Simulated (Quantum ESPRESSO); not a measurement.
# Gap and tunnelling decay at a withheld lattice constant: NaBeBr3, cubic perovskite type

Method. Quantum ESPRESSO 7.5 (pw.x, pwcond.x with ikind = 0), PBE, GBRV ultrasoft, cubic crystals. κ is the slowest decay along [001] at mid-gap among three points across the current.

| a (Å) | gap on the mesh (eV) | κ (1/Å) |
| --- | --- | --- |
| 4.586 | 0.889 | 0.205 |
| 4.879 | 1.014 | 0.174 |
| 5.025 | 0.927 | 0.154 |
| 5.172 | 0.789 | 0.132 |

**Question.** What are gap and κ at a = 4.733 Å?

**Fit.** A line through the rows at 4.586 and 4.879 Å gives a gap of 0.889 + 0.502 × (1.014 − 0.889) = 0.95 eV and κ = 0.189 1/Å. The two-band model κ = 0.5123 √(m* E_g/4) needs m* = 0.720 at 4.586 Å; with that mass and the new gap, κ = 0.212 1/Å.

What the calculation gave: The gap is 1.011 eV and κ = 0.194 1/Å. The line misses the gap by −0.059 eV and κ by −2.3 %; the two-band estimate misses κ by +9.3 %.

**Limits.** The structure type is imposed. Local and semilocal gaps and decay constants are too small; no spin-orbit coupling. For an indirect gap m* is a fitting number alone.
